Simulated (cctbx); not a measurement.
# A disordered crystal of nominal Ce3Pt4Pb13

Cell a = 10.2500 Å, b = 10.2500 Å, c = 10.2500 Å, α = 90.00°, β = 90.00°, γ = 90.00°; space group Pm-3n (no. 223); nominal formula Ce3Pt4Pb13.

The data are simulated with cctbx, not measured: Ag Kα, λ = 0.56087 Å, to d = 0.77 Å, 95 % of the full sphere, strongest reflection 20000 counts, noise from counting, a 6 % proportional error and a noise floor of 2 counts (s.d.); no absorption.

With every site full:

```text
Rint 0.054, 245 unique reflections to 0.77 A
cycle     R1     wR2    GooF  max shift (A)
   1  0.3044  0.6029  37.414   0.01068
   2  0.1433  0.3405  21.126   0.00010
final R1 0.1426 wR2 0.3404 GooF 21.125  parameters 11  data/parameter 22.3
atom        x        y        z      Ueq    occ   su(xyz)  su(Uiso or U11)
Pb1    0.50000  0.50000  0.50000  -0.0013  1.000  0.00000  0.0017  NPD
Pb2    0.68897  0.84766  0.00000   0.0235  1.000  0.00034  0.0022
Pt1    0.25000  0.75000  0.25000  -0.0038  1.000  0.00000  0.0015  NPD
Ce1    0.50000  0.00000  0.25000   0.0105  1.000  0.00000  0.0025
difference map: max 66.04 min -6.94 rms 4.41
Q1    0.2500  0.2500  0.2500    8   70.21  0.00 A from Pt1
Q2    0.0000  0.0000  0.0000    2   48.14  0.00 A from Pb1
Q3    0.0000  0.2500  0.5000    6   23.54  0.00 A from Ce1
Q4    0.0000  0.3212  0.1685   24   13.11  0.20 A from Pb2
Q5    0.0000  0.0000  0.2126   12    5.41  1.86 A from Pb2
Q6    0.0000  0.1049  0.5000   12    4.43  1.49 A from Ce1
```

With the occupancies of the suspect sites free, each still typed as its main element:

```text
Rint 0.054, 245 unique reflections to 0.77 A
cycle     R1     wR2    GooF  max shift (A)
   1  0.3163  0.5903  36.707   0.00604
  10  0.0067  0.0151   0.942   0.00000
final R1 0.0067 wR2 0.0151 GooF 0.941  parameters 12  data/parameter 20.4
atom        x        y        z      Ueq    occ   su(xyz)  su(Uiso or U11)
Pb1    0.50000  0.50000  0.50000   0.0195  1.000  0.00000  0.0001
Pb2    0.68839  0.84680  0.00000   0.0210  0.602  0.00002  0.0001
Pt1    0.25000  0.75000  0.25000   0.0157  1.000  0.00000  0.0001
Ce1    0.50000  0.00000  0.25000   0.0324  1.000  0.00000  0.0001
su of occupancy Pb2: 0.001
difference map: max 0.33 min -0.73 rms 0.11
Q1    0.0000  0.0893  0.4214   24    0.33  1.83 A from Ce1
Q2    0.0492  0.3845  0.1188   48    0.33  0.97 A from Pb2
Q3    0.0000  0.4171  0.0645   24    0.33  1.41 A from Pb2
Q4    0.0754  0.1983  0.2391   48    0.29  1.65 A from Pb2
Q5    0.1974  0.2030  0.2782   48    0.29  0.78 A from Pt1
Q6    0.0380  0.3633  0.3905   48    0.29  1.66 A from Ce1
```

**Question.** What is the disorder?

X-rays count electrons. Pb2 refines to 0.602(0.001), or 49.4 electrons; the site truly holds 0.6 Pb, 49.2 electrons, which is 0.600 of Pb. A value under 1 can't tell vacancies from a lighter guest, and one over 1 needs a heavier guest; chemistry or a second radiation must settle which. Occupancy correlates with U and the scale, so the match is approximate.

Freeing them takes R1 from 0.1426 to 0.0067 and GooF from 21.12 to 0.94.

This is a model crystal, built by substitution and not relaxed, with assumed displacement parameters.

[Middle refinement cycles are left out of these outputs.]

[Logs are printed without paths, hosts, clocks, repeated set-up lines and the standing remarks that a program may print on its own settings, such as how far it seeks lower states.]
